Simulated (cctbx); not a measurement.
# Symmetry from intensities

Cell: a = 6.0450 Å, b = 7.4020 Å, c = 6.6880 Å, α = 90.00°, β = 90.44°, γ = 90.00°. Expected content of the cell: Bi2 Fe2 S8.

Simulated single-crystal data (cctbx): Cu Kα, λ = 1.54184 Å, to d = 0.83 Å, 95 % of the full sphere, strongest reflection 40000 counts, noise from counting, a 3 % proportional error and a noise floor of 8 counts (s.d.); no absorption.

A first pass over the reflections prints:

```text
2070 reflections to d = 0.831 A
centring   violations  <I/sigma> of those
    A        954 of  1046     23.4
    B        928 of  1012     23.9
    C        966 of  1050     22.2
    I        966 of  1051     23.5
    R       1278 of  1380     23.9
    F       1424 of  1554     23.2
Laue class    unique    Rint  (classes that these axes allow; Friedel mates merged)
P -1             1084   0.021
P 1 2/m 1         592   0.024
space group    extra absences  I>4sigma  <I/sigma>
P 1 2 1                 0          0         -  acentric
P 1 m 1                 0          0         -  acentric
P 1 c 1                88          0      -0.1  acentric
P 1 2/m 1               0          0         -  centric
P 1 2/c 1              88          0      -0.1  centric
Wilson B = 1.25 A^2   <|E^2-1|> = 0.717 (0.968 centric, 0.736 acentric)   E^2>4: 0.2 %
shell (A)         n   <I/sigma>
 7.40 - 1.66     81     38.7
 1.66 - 1.32     75     40.8
 1.32 - 1.15     74     40.8
 1.15 - 1.05     75     39.0
 1.05 - 0.97     70     43.0
 0.97 - 0.91     73     38.9
 0.91 - 0.87     71     39.2
 0.87 - 0.83     73     35.4
```

Q: Read the symmetry from these tables.

Every centring test has many violations, so the lattice is primitive.

Rint stays low (0.021 to 0.024) up to P 1 2/m 1, the highest class in these axes.

5 settings pass the absence test. The most absences obeyed, 88, belong to P 1 c 1 and P 1 2/c 1, which absences can't tell apart.

⟨|E²−1|⟩ = 0.717 leans to a non-centrosymmetric structure. Here that hint misleads: the statistic assumes many like atoms on general positions, and few, heavy or special-position atoms break it. The Wilson B of 1.25 Å² means U ≈ 0.0158 Å².

The true group is P2/c (no. 13), Laue class 2/m, centrosymmetric. The tables only narrow the choice to the tied entries; cell content, site symmetry and trial solutions must settle it.

This is a model crystal, built by substitution and not relaxed, with assumed displacement parameters.

[Logs are printed without paths, hosts, clocks, repeated set-up lines and the standing remarks that a program may print on its own settings, such as how far it seeks lower states.]
